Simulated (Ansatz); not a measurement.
**Na on Ru(0001): change of the work function**

How does Na on the fcc site change the work function of Ru(0001) as the layer fills?

Program: Ansatz 0.2.0. Level of theory: plane-wave DFT, PBE, Ansatz PAW. Values are calculated unless marked as measured.

### Step 1. Starting point

The cell holds 4 atoms: 4 Ru. Cell: a = 2.700 Å, b = 2.700 Å, c = 24.415 Å, α = 90.0°, β = 90.0°, γ = 60.0°. Vacuum lies along c.

### Step 2. The clean slab

The bare slab comes first, as the zero from which every change is counted. The two lowest layers are held at bulk places and the upper ones relax. The dipole correction removes the false field that a one-sided slab makes across the periodic vacuum, so each face gets a flat vacuum level of its own.

input.yaml reads:

```yaml
crystal:
  lattice:
    - [2.7, 0.0, 0.0]
    - [1.35, 2.3382685902, 0.0]
    - [0.0, 0.0, 24.4152]
  atoms:
    - { symbol: Ru, position: [0.6666666667, 0.6666666667, 0.3686228251] }
    - { symbol: Ru, position: [0.0, 0.0, 0.4562076084] }
    - { symbol: Ru, position: [0.6666666667, 0.6666666667, 0.5437923916] }
    - { symbol: Ru, position: [0.0, 0.0, 0.6313771749] }
kpoints:
  mp_grid: { grid: [12, 12, 1] }
hamiltonian:
  xc: pbe
scf:
  occupations: { method: fermi_dirac, width: 0.1 }
  convergence: { dr2_threshold: 1.0e-08 }
efield:
  axis: 3
  dipole_correction: true
  ramp_position: 0.97
  ramp_width: 0.06
relax:
  f_tol: 0.02
  max_steps: 60
  constraints: [{ sites: [0, 1] }]
output:
  write_potential: true
  write_density: true
  volumetric_format: npy
```

Launch:

```bash
ansatz run input.yaml --threads 4 --pin off --max-ram 16384MiB --backend cpu --events-out ev --progress --plain --runs-dir out
```

Standard output:

```text
Engine: ansatz 0.2.0, aarch64-unknown-linux-gnu
Pseudopotentials: kind: paw
Pseudopotential: Ru, paw, valence charge 16, recommended cutoff 420 eV (normal), Ru.paw.azcp
Functional definition: PBE
  parameter kappa = 0.804
  parameter beta = 0.066725
  exchange = pbe_x(kappa = kappa, mu = beta*pi^2/3)
  correlation = pbe_c(beta = beta)
Crystal: 4 atoms, lattice volume = 154.141 Å³
Basis set: ecut = 420 eV, 3063 PW (Γ), exchange–correlation on 40×40×360 points (8 copies of the dense FFT grid, shifted against one another)
Bands: 39, of which v1, the nominal top of the filled ones, is band 32 counted from 1 (31 counted from 0)
Symmetry: 6 space group operations
k-points: 19 of 144 (time reversal used)
Non-local potential: Ru, projectors of the file, l = 0: 3, l = 1: 2, l = 2: 2, l = 3: 1
PAW form: soft (Blöchl's): semilocal exchange-correlation on the pseudo side does not see the compensation charge
PAW one-centre angular grid: Ru, 590 points (default); XC on 64 Gauss nodes
Initial density: superposition of atomic densities (neutral atoms: chi_scale 0, normalization atom), corrected by the library's trained network
Initial wavefunctions: pseudopotential atomic-orbital guess
Functional: x = pbe(κ = 0.804, μ = 0.219515), c = pbe(β = 0.066725)
SCF iter   1: F=—  HF=-23512.726011 eV  |F-HF|=—  |Δ(HF+E_count)|=         —  Δρ=8.02e-3  dr2=4.20e-1  ethr=1.77e-3  p=0.000 e·Å  D=2.55e-14 V/Å  ΔV_dip=-0.00 eV  dr2_dipole=4.18e-8  V_vac-E_F(+/−)=4.75/4.75 eV  ⟨swp⟩=7.4  Hψ=3258  notcnv=0
efield: sawtooth ramp at fractional position 0.9700 (set: `efield.ramp_position`, or a place that a band, a saddle search or an elastic batch's reference lends), width 0.0600; the density the first Hamiltonian is built on has a dipole p = 0.000 e·Å; the dipole correction subtracts the counter field D = 2.55e-14 V/Å, which shifts the + side's vacuum level by -0.00 eV against the − side's; the planar-averaged density in the ramp window peaks in size at 5.1e-6 e/Å³
preconditioner: auto → LDOS  [metal: Δε(μ)=0.040 eV  Ē_g=4.722 eV  σ=0.100 eV  W_gap=0.10  n_scr=18 (ndim 8)  ℏωp=16.9 eV  f_vac=0.584  D(μ)=4.50/eV (n_scr^D=16)  β→1.0]
SCF iter   2: F=—  HF=-23512.720745 eV  |F-HF|=—  |Δ(HF+E_count)|=   5.27e-3  Δρ=3.31e-3  dr2=3.80e-2  ethr=6.57e-4  p=-0.000 e·Å  D=-1.91e-5 V/Å  ΔV_dip=0.00 eV  dr2_dipole=4.73e-7  V_vac-E_F(+/−)=5.00/5.00 eV  ⟨swp⟩=1.5  Hψ=919  notcnv=0
SCF iter   3: F=—  HF=-23512.717886 eV  |F-HF|=—  |Δ(HF+E_count)|=   2.86e-3  Δρ=6.79e-4  dr2=8.55e-4  ethr=5.94e-5  p=-0.000 e·Å  D=-7.45e-6 V/Å  ΔV_dip=0.00 eV  dr2_dipole=3.12e-7  V_vac-E_F(+/−)=5.05/5.05 eV  ⟨swp⟩=2.0  Hψ=932  notcnv=0
SCF iter   4: F=—  HF=-23512.717814 eV  |F-HF|=—  |Δ(HF+E_count)|=   7.16e-5  Δρ=1.58e-4  dr2=1.09e-4  ethr=1.34e-6  p=-0.000 e·Å  D=-6.72e-6 V/Å  ΔV_dip=0.00 eV  dr2_dipole=3.71e-8  V_vac-E_F(+/−)=5.07/5.07 eV  ⟨swp⟩=2.1  Hψ=1171  notcnv=0
SCF iter   5: F=—  HF=-23512.717807 eV  |F-HF|=—  |Δ(HF+E_count)|=   7.22e-6  Δρ=5.25e-5  dr2=8.28e-6  ethr=1.71e-7  p=0.000 e·Å  D=1.09e-6 V/Å  ΔV_dip=-0.00 eV  dr2_dipole=6.52e-10  V_vac-E_F(+/−)=5.08/5.08 eV  ⟨swp⟩=2.2  Hψ=1114  notcnv=0
SCF iter   6: F=—  HF=-23512.717808 eV  |F-HF|=—  |Δ(HF+E_count)|=   7.84e-7  Δρ=2.85e-5  dr2=1.76e-6  ethr=1.29e-8  p=-0.000 e·Å  D=-2.98e-6 V/Å  ΔV_dip=0.00 eV  dr2_dipole=1.16e-11  V_vac-E_F(+/−)=5.09/5.09 eV  ⟨swp⟩=3.0  Hψ=1433  notcnv=0
SCF iter   7: F=—  HF=-23512.717807 eV  |F-HF|=—  |Δ(HF+E_count)|=   1.27e-7  Δρ=8.99e-6  dr2=2.28e-7  ethr=2.75e-9  p=0.000 e·Å  D=5.84e-8 V/Å  ΔV_dip=-0.00 eV  dr2_dipole=4.45e-11  V_vac-E_F(+/−)=5.09/5.09 eV  ⟨swp⟩=2.5  Hψ=1217  notcnv=0
SCF iter   8: F=—  HF=-23512.717808 eV  |F-HF|=—  |Δ(HF+E_count)|=   1.93e-7  Δρ=3.54e-6  dr2=2.81e-8  ethr=3.56e-10  p=-0.000 e·Å  D=-1.02e-7 V/Å  ΔV_dip=0.00 eV  dr2_dipole=1.70e-14  V_vac-E_F(+/−)=5.09/5.09 eV  ⟨swp⟩=2.8  Hψ=1346  notcnv=0
SCF iter   9: F=-23512.717808 eV  HF=-23512.717808 eV  |F-HF|=1.65e-9  |Δ(HF+E_count)|=   2.22e-8  Δρ=1.12e-6  dr2=1.93e-9  ethr=1.56e-11  p=-0.000 e·Å  D=-1.49e-7 V/Å  ΔV_dip=0.00 eV  dr2_dipole=2.06e-13  V_vac-E_F(+/−)=5.09/5.09 eV  ⟨swp⟩=10.6  Hψ=5507  notcnv=0
SCF 1 converged in 9 iterations: F = -23512.717808 eV  dr2 = 1.93e-9
  greatest PAW one-centre occupation: 0.998 electrons in one spin orbital (limit 2), on the Ru atom at site 3 (counted from 0), in its partial waves of l = 0
relax step   1: F+E_penalty+E_count = -23512.71780769 eV  Δ(F+E_penalty+E_count) = +0.000e0 eV  max|allowed force component| = 5.365e-1 eV/Å  Δτ_max = 0.0000 Å  (9 SCF iters, accepted)
Initial density: handed on by an earlier stage of this run
Initial wavefunctions: those handed on with the density
iter 1 solved again at ethr=2.79e-4 eV; its pass at ethr=3.10e-3 eV (dr2=1.79e-1 eV) is discarded
SCF iter   1: F=—  HF=-23512.732681 eV  |F-HF|=—  |Δ(HF+E_count)|=         —  Δρ=4.18e-3  dr2=1.61e-1  ethr=2.79e-4  p=-0.000 e·Å  D=-3.92e-8 V/Å  ΔV_dip=0.00 eV  dr2_dipole=5.05e-2  V_vac-E_F(+/−)=5.08/5.08 eV  ⟨swp⟩=1.4  Hψ=2246  notcnv=0
efield: sawtooth ramp at fractional position 0.9700 (set: `efield.ramp_position`, or a place that a band, a saddle search or an elastic batch's reference lends), width 0.0600; the density the first Hamiltonian is built on has a dipole p = -0.000 e·Å; the dipole correction subtracts the counter field D = -3.92e-8 V/Å, which shifts the + side's vacuum level by +0.00 eV against the − side's; the planar-averaged density in the ramp window peaks in size at 1.2e-6 e/Å³
preconditioner: auto → LDOS  [metal: Δε(μ)=0.011 eV  Ē_g=4.777 eV  σ=0.100 eV  W_gap=0.03  n_scr=18 (ndim 8)  ℏωp=16.9 eV  f_vac=0.589  D(μ)=4.80/eV (n_scr^D=18)  β→1.0]
SCF iter   2: F=—  HF=-23512.729634 eV  |F-HF|=—  |Δ(HF+E_count)|=   3.05e-3  Δρ=1.47e-3  dr2=8.73e-3  ethr=2.51e-4  p=0.001 e·Å  D=1.54e-3 V/Å  ΔV_dip=-0.04 eV  dr2_dipole=1.08e-3  V_vac-E_F(+/−)=5.04/5.07 eV  ⟨swp⟩=1.8  Hψ=865  notcnv=0
SCF iter   3: F=—  HF=-23512.729688 eV  |F-HF|=—  |Δ(HF+E_count)|=   5.40e-5  Δρ=1.46e-3  dr2=8.06e-3  ethr=1.36e-5  p=0.002 e·Å  D=1.78e-3 V/Å  ΔV_dip=-0.04 eV  dr2_dipole=1.74e-4  V_vac-E_F(+/−)=5.04/5.08 eV  ⟨swp⟩=2.9  Hψ=1565  notcnv=0
SCF iter   4: F=—  HF=-23512.727755 eV  |F-HF|=—  |Δ(HF+E_count)|=   1.93e-3  Δρ=1.69e-4  dr2=7.46e-5  ethr=1.26e-5  p=0.001 e·Å  D=1.75e-3 V/Å  ΔV_dip=-0.04 eV  dr2_dipole=2.30e-6  V_vac-E_F(+/−)=5.03/5.07 eV  ⟨swp⟩=2.4  Hψ=1137  notcnv=0
SCF iter   5: F=—  HF=-23512.727757 eV  |F-HF|=—  |Δ(HF+E_count)|=   2.03e-6  Δρ=6.38e-5  dr2=1.06e-5  ethr=1.17e-7  p=0.001 e·Å  D=1.73e-3 V/Å  ΔV_dip=-0.04 eV  dr2_dipole=2.00e-7  V_vac-E_F(+/−)=5.03/5.07 eV  ⟨swp⟩=3.2  Hψ=1576  notcnv=0
SCF iter   6: F=—  HF=-23512.727763 eV  |F-HF|=—  |Δ(HF+E_count)|=   5.90e-6  Δρ=2.64e-5  dr2=1.28e-6  ethr=1.66e-8  p=0.001 e·Å  D=1.75e-3 V/Å  ΔV_dip=-0.04 eV  dr2_dipole=6.23e-9  V_vac-E_F(+/−)=5.03/5.07 eV  ⟨swp⟩=2.3  Hψ=1096  notcnv=0
SCF iter   7: F=—  HF=-23512.727764 eV  |F-HF|=—  |Δ(HF+E_count)|=   6.93e-7  Δρ=6.73e-6  dr2=1.28e-7  ethr=2.01e-9  p=0.002 e·Å  D=1.77e-3 V/Å  ΔV_dip=-0.04 eV  dr2_dipole=1.80e-8  V_vac-E_F(+/−)=5.03/5.07 eV  ⟨swp⟩=3.2  Hψ=1481  notcnv=0
SCF iter   8: F=—  HF=-23512.727764 eV  |F-HF|=—  |Δ(HF+E_count)|=   1.54e-7  Δρ=2.57e-6  dr2=1.73e-8  ethr=2.01e-10  p=0.002 e·Å  D=1.76e-3 V/Å  ΔV_dip=-0.04 eV  dr2_dipole=5.74e-11  V_vac-E_F(+/−)=5.03/5.07 eV  ⟨swp⟩=2.6  Hψ=1265  notcnv=0
SCF iter   9: F=-23512.727764 eV  HF=-23512.727764 eV  |F-HF|=1.10e-8  |Δ(HF+E_count)|=   8.54e-8  Δρ=8.42e-7  dr2=1.45e-9  ethr=1.56e-11  p=0.002 e·Å  D=1.77e-3 V/Å  ΔV_dip=-0.04 eV  dr2_dipole=8.76e-11  V_vac-E_F(+/−)=5.03/5.07 eV  ⟨swp⟩=10.9  Hψ=5451  notcnv=0
SCF 2 converged in 9 iterations: F = -23512.727764 eV  dr2 = 1.45e-9
relax step   2: F+E_penalty+E_count = -23512.72776402 eV  Δ(F+E_penalty+E_count) = -9.956e-3 eV  max|allowed force component| = 2.640e-1 eV/Å  Δτ_max = 0.0631 Å  (9 SCF iters, accepted)
SCF iter   1: F=—  HF=-23512.732127 eV  |F-HF|=—  |Δ(HF+E_count)|=         —  Δρ=2.15e-3  dr2=4.13e-2  ethr=5.39e-4  p=0.002 e·Å  D=1.77e-3 V/Å  ΔV_dip=-0.04 eV  dr2_dipole=1.13e-2  V_vac-E_F(+/−)=5.03/5.08 eV  ⟨swp⟩=2.5  Hψ=1222  notcnv=0
efield: sawtooth ramp at fractional position 0.9700 (set: `efield.ramp_position`, or a place that a band, a saddle search or an elastic batch's reference lends), width 0.0600; the density the first Hamiltonian is built on has a dipole p = 0.002 e·Å; the dipole correction subtracts the counter field D = 1.77e-3 V/Å, which shifts the + side's vacuum level by -0.04 eV against the − side's; the planar-averaged density in the ramp window peaks in size at 1.5e-6 e/Å³
preconditioner: auto → LDOS  [metal: Δε(μ)=0.014 eV  Ē_g=4.748 eV  σ=0.100 eV  W_gap=0.03  n_scr=18 (ndim 8)  ℏωp=16.9 eV  f_vac=0.586  D(μ)=4.73/eV (n_scr^D=18)  β→1.0]
SCF iter   2: F=—  HF=-23512.731430 eV  |F-HF|=—  |Δ(HF+E_count)|=   6.97e-4  Δρ=7.28e-4  dr2=2.45e-3  ethr=6.45e-5  p=0.001 e·Å  D=1.56e-3 V/Å  ΔV_dip=-0.04 eV  dr2_dipole=5.81e-4  V_vac-E_F(+/−)=5.04/5.08 eV  ⟨swp⟩=1.3  Hψ=911  notcnv=0
SCF iter   3: F=—  HF=-23512.731343 eV  |F-HF|=—  |Δ(HF+E_count)|=   8.72e-5  Δρ=6.75e-4  dr2=1.60e-3  ethr=3.83e-6  p=0.001 e·Å  D=1.09e-3 V/Å  ΔV_dip=-0.03 eV  dr2_dipole=1.21e-4  V_vac-E_F(+/−)=5.05/5.07 eV  ⟨swp⟩=3.1  Hψ=1548  notcnv=0
SCF iter   4: F=—  HF=-23512.731020 eV  |F-HF|=—  |Δ(HF+E_count)|=   3.23e-4  Δρ=9.48e-5  dr2=2.67e-5  ethr=2.50e-6  p=0.001 e·Å  D=1.20e-3 V/Å  ΔV_dip=-0.03 eV  dr2_dipole=7.96e-8  V_vac-E_F(+/−)=5.05/5.07 eV  ⟨swp⟩=2.0  Hψ=1076  notcnv=0
SCF iter   5: F=—  HF=-23512.731020 eV  |F-HF|=—  |Δ(HF+E_count)|=   6.03e-7  Δρ=2.91e-5  dr2=1.95e-6  ethr=4.17e-8  p=0.001 e·Å  D=1.21e-3 V/Å  ΔV_dip=-0.03 eV  dr2_dipole=2.55e-7  V_vac-E_F(+/−)=5.04/5.07 eV  ⟨swp⟩=3.1  Hψ=1467  notcnv=0
SCF iter   6: F=—  HF=-23512.731025 eV  |F-HF|=—  |Δ(HF+E_count)|=   4.88e-6  Δρ=1.06e-5  dr2=2.20e-7  ethr=3.05e-9  p=0.001 e·Å  D=1.21e-3 V/Å  ΔV_dip=-0.03 eV  dr2_dipole=2.08e-9  V_vac-E_F(+/−)=5.05/5.07 eV  ⟨swp⟩=2.2  Hψ=1072  notcnv=0
SCF iter   7: F=—  HF=-23512.731026 eV  |F-HF|=—  |Δ(HF+E_count)|=   3.04e-7  Δρ=3.59e-6  dr2=4.54e-8  ethr=3.44e-10  p=0.001 e·Å  D=1.20e-3 V/Å  ΔV_dip=-0.03 eV  dr2_dipole=5.43e-9  V_vac-E_F(+/−)=5.05/5.07 eV  ⟨swp⟩=2.9  Hψ=1360  notcnv=0
SCF iter   8: F=-23512.731026 eV  HF=-23512.731026 eV  |F-HF|=2.10e-8  |Δ(HF+E_count)|=   4.07e-8  Δρ=1.12e-6  dr2=4.97e-9  ethr=1.56e-11  p=0.001 e·Å  D=1.20e-3 V/Å  ΔV_dip=-0.03 eV  dr2_dipole=1.47e-10  V_vac-E_F(+/−)=5.05/5.08 eV  ⟨swp⟩=10.9  Hψ=5658  notcnv=0
SCF 3 converged in 8 iterations: F = -23512.731026 eV  dr2 = 4.97e-9
relax step   3: F+E_penalty+E_count = -23512.73102571 eV  Δ(F+E_penalty+E_count) = -3.262e-3 eV  max|allowed force component| = 1.726e-2 eV/Å  Δτ_max = 0.0292 Å  (8 SCF iters, accepted)
NSCF: frozen V_eff on 19 k-points
the band table was solved once a step of the walk had ended and its energy, with any forces and stress, was formed, with the checks that follow a solve (3207 applications of the Hamiltonian). They found nothing against the state; the energy, forces and stress were not computed again (output.eigenvalues in the input reference)
WARN: The input density's exchange-correlation potential varies sharply where the density is thin. Do not read a vacuum level from v_tot or v_xc, or from such a field of the output density. On a cell that repeats whose density bears no net charge and no dipole along the vacuum's axis use v_es (v_loc + v_h of the components); under efield.dipole_correction with no amplitude use v_es + v_field, which holds any external [...]
SCF converged after 8 iterations
Free energy (F): -23512.731026 eV
Harris-Foulkes:  -23512.731026 eV  (|F-HF|=2.10e-8)
Internal energy: -23512.573717 eV  (E = F + TS)
E sigma→0 (E₀):  -23512.652371 eV
Entropy (-TS):   -0.157309 eV (-39.327 meV/atom)
Fermi energy:    5.070094 eV
Dipole field:    D = 0.001218 V/Å  (p = 0.001038 e·Å, saw-weighted, corrected)
Work function:   Φ+ = 5.0457 eV   Φ− = 5.0754 eV
Levels:          The Fermi level and band energies are counted from a zero that moves with the ramp; work functions are not
--- Per-component energies (eV) ---
  E_band       = -1382.396250
  E_kinetic    = 2053.424202
  E_local      = -108450.119539  (includes V_loc(G=0)·N_el)
  E_nonlocal   = 1374.134429
  E_hartree    = 52740.331170
  E_xc         = -759.224491
  E_vxc        = -952.769082  (∫ρ·V_xc dr)
  E_paw        = -13843.557206  (= ΣΔE_a)
  E_vpaw       = -887.740778  (= ΣTr[D̂ρ^β])
  E_aug_tail   = -0.000773  (compensation charges beyond the density's cutoff)
  E_efield     = 0.000001  (sawtooth field / dipole correction)
  E_vefield    = 0.000284  (∫n·V_field dr)
  E_ewald      = 43372.438490
  E_smearing   = -0.157309  (= −TS)
  E_closure    = -0.000000  (closes the sum)
  Σ components = -23512.731026   (vs F -23512.731026, Δ=0.00e0)
--- Forces (eV/Å), atoms counted from 1 ---
  atom   1  Ru     0.00000000    -0.00000000     0.47191100
  atom   2  Ru    -0.00000000     0.00000000    -0.45864794
  atom   3  Ru    -0.00000000    -0.00000000    -0.01725956
  atom   4  Ru    -0.00000000    -0.00000000     0.00398370
  max |Σ_I F_I| component: 1.28e-5 eV/Å
--- Band table (eV; the first three rows and the last of 19) ---
  k-point 0: bands = [... 28 lower, 3.1032, 3.1032, 3.3035, 4.2564, 4.2564, 5.1708, 5.2356, 5.2356, ... 3 higher]
  k-point 1: bands = [... 28 lower, 3.1352, 3.2707, 3.3655, 4.0857, 4.2001, 4.6895, 4.9614, 5.1771, ... 3 higher]
  k-point 2: bands = [... 28 lower, 3.2004, 3.4733, 3.6256, 3.7607, 4.0789, 4.3168, 4.8058, 5.0858, ... 3 higher]
  k-point 18: bands = [... 28 lower, 3.0217, 3.8651, 4.4540, 5.7029, 5.7380, 5.7613, 6.1990, 6.2368, ... 3 higher]
--- Relaxed structure (3 steps of the walk, 3 accepted, 0 SCFs on fresh bases) ---
  F+E_penalty+E_count = -23512.73102571 eV   max|allowed force component| = 1.726e-2 eV/Å
  atoms:
    - { symbol: Ru, position: [0.666667, 0.666667, 0.3686228251] }
    - { symbol: Ru, position: [0.0, 0.0, 0.456208] }
    - { symbol: Ru, position: [0.666667, 0.666667, 0.544587] }
    - { symbol: Ru, position: [-1.393648e-18, 0, 0.629989] }
```

Elapsed: 11 s, on 4 threads of Arm Neoverse V1, shared host; peak memory 0.46 GiB.

In the SCF lines HF is the Harris–Foulkes energy and dr2 the Hartree energy of the density residual, in eV; the loop may stop once dr2 is under the threshold and the program's other checks hold. Hψ counts applications of the Hamiltonian.

Step by step:

```csv
step,energy less that of the first step (eV),largest force component (eV/Å)
1,0.0000,0.5365
2,-0.0100,0.2640
3,-0.0132,0.0173
```

Forces are held to the 6 operations that the program found; a distortion that breaks them can't arise in this run.

The atoms that moved most (Å):

```csv
atom,dx,dy,dz,length
Ru4,0.000,0.000,-0.034,0.034
Ru3,0.000,0.000,0.019,0.019
```

The relaxed structure:

```cif
data_structure
_symmetry_space_group_name_H-M 'P 1'
_symmetry_Int_Tables_number 1
_cell_length_a 2.7000
_cell_length_b 2.7000
_cell_length_c 24.4152
_cell_angle_alpha 90.000
_cell_angle_beta 90.000
_cell_angle_gamma 60.000
_cell_volume 154.14
loop_
_atom_site_label
_atom_site_type_symbol
_atom_site_fract_x
_atom_site_fract_y
_atom_site_fract_z
_atom_site_occupancy
Ru1 Ru 0.66667 0.66667 0.36862 1
Ru2 Ru 0.00000 0.00000 0.45621 1
Ru3 Ru 0.66667 0.66667 0.54459 1
Ru4 Ru 0.00000 0.00000 0.62999 1
```

Numbers from this step:

```
energy at zero smearing        : -23512.6524 eV
work function, upper face      : 5.046 eV
work function, lower face      : 5.075 eV
dipole along the normal        : 0.001038 e·Å
step between the vacuum levels : -0.02975 eV
```

Running mean over 2.138 Å of the planar mean; the ramp of the sawtooth is left out. Electron's electrostatic potential energy less the Fermi level against z:

```csv
z (Å),electron's electrostatic potential energy less the Fermi level (eV)
3.0,5.08
3.5,5.07
4.0,5.07
4.5,5.07
5.0,5.07
5.5,5.05
6.0,4.98
6.5,4.76
7.0,3.94
7.5,0.744
8.0,-6.27
8.5,-12.3
9.0,-14.2
9.5,-14.5
10.0,-14.6
10.5,-14.7
11.0,-14.8
11.5,-14.8
12.0,-14.6
12.5,-14.7
13.0,-14.9
13.5,-15.0
14.0,-15.4
14.5,-15.4
15.0,-14.8
15.5,-14.1
16.0,-11.4
16.5,-4.48
17.0,1.85
17.5,4.21
18.0,4.81
18.5,4.98
19.0,5.03
19.5,5.04
20.0,5.04
20.5,5.05
21.0,5.05
```

The relaxation took 3 steps and lowered the energy by 0.013 eV; the largest force on the free atoms ends at 0.017 eV/Å.

The work function of the upper face is 5.05 eV.

[end of part 1 of 3]

[Long decimals in the printed logs are rounded to 6 places.]

[Logs are printed without paths, hosts, clocks, repeated set-up lines and the standing remarks that a program may print on its own settings, such as how far it seeks lower states.]

[Hosts, paths, dates, database ids (printed as entryN), source tags and the programs' standing remarks are cut or masked in the printed files.]

[Maps of the electrostatic potential energy from Ansatz leave out the sawtooth potential of an applied field or a dipole correction, so their vacuum need not be flat; planar profiles and work functions include it.]
